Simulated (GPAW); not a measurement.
## AgCl (Fm-3m): how ε∞ follows the gap

The empty bands of AgCl (Fm-3m) are shifted up rigidly by Δ, and ε∞ is computed for each shift.

The structure is cubic, space group Fm-3m (No. 225). The conventional cell has a = 5.470 Å, b = 5.470 Å, c = 5.470 Å, α = 90.00°, β = 90.00°, γ = 90.00°. Ag on site a is surrounded by 6 Cl at 2.73 Å. Cl on site b is surrounded by 6 Ag at 2.73 Å.

Method: GPAW 26.7.0, PBE, RPA, k-mesh 11×11×11, local fields up to 50 eV, Lorentzian half width 0.15 eV.

Launch of the response step: `OMP_NUM_THREADS=1 python df.py`. The series took 88 s in all, its band step included, on 1 thread of Arm Neoverse V2 (shared host).

```tsv
Δ (eV)	ε∞
0.00	?
0.40	4.689
0.80	4.485
1.20	4.306
1.60	4.147
2.00	4.005
```

With one effective transition at E₀ and fixed dipole strength, ε∞ − 1 = A/(E₀ + Δ), so 1/(ε∞ − 1) is linear in Δ.

Working, on the rows shown:

| x = Δ (eV) | y = 1/(ε∞ − 1) |
| --- | --- |
| 0.4 | 0.271076 |
| 0.8 | 0.286944 |
| 1.2 | 0.30248 |
| 1.6 | 0.317763 |
| 2 | 0.332779 |

Means: x̄ = 1.2, ȳ = 0.30221. Σ(x − x̄)(y − ȳ) = 0.06169, Σ(x − x̄)² = 1.6. Slope = 0.06169 / 1.6 = 0.03856; intercept = ȳ − slope · x̄ = 0.25594. Turned back into ε∞, the line misses the rows shown by at most 0.0039.

Task: Fill in the last column of the withheld row.

Result: At x = 0 the line gives y = 0.25594, that is 4.907. The run gave 4.923, so the extrapolation is off by 0.016, 1.7 % of the range in the table.

Refitted with all rows, the slope is 0.03893 and the intercept 0.2554. These give E₀ = intercept/slope = 6.6 eV, far above the least direct gap of 3.22 eV: most of the screening comes from transitions well over the edge. Over the first step ε∞ falls by 12 % per eV. The cell comes from an older database entry, whose edges can be off by a per cent or so. Excitons are left out; PBE gaps are as a rule too small. The values come from a sum over the points of one k-mesh and carry its error, which grows as the direct gap shrinks. This version of GPAW has incomplete matrix elements in the optical limit, which can lower ε − 1 by up to a tenth where first-row anions or d states rule. Spin-orbit coupling is left out.

[Logs are printed without paths, hosts, clocks, repeated set-up lines and the standing remarks that a program may print on its own settings, such as how far it seeks lower states.]
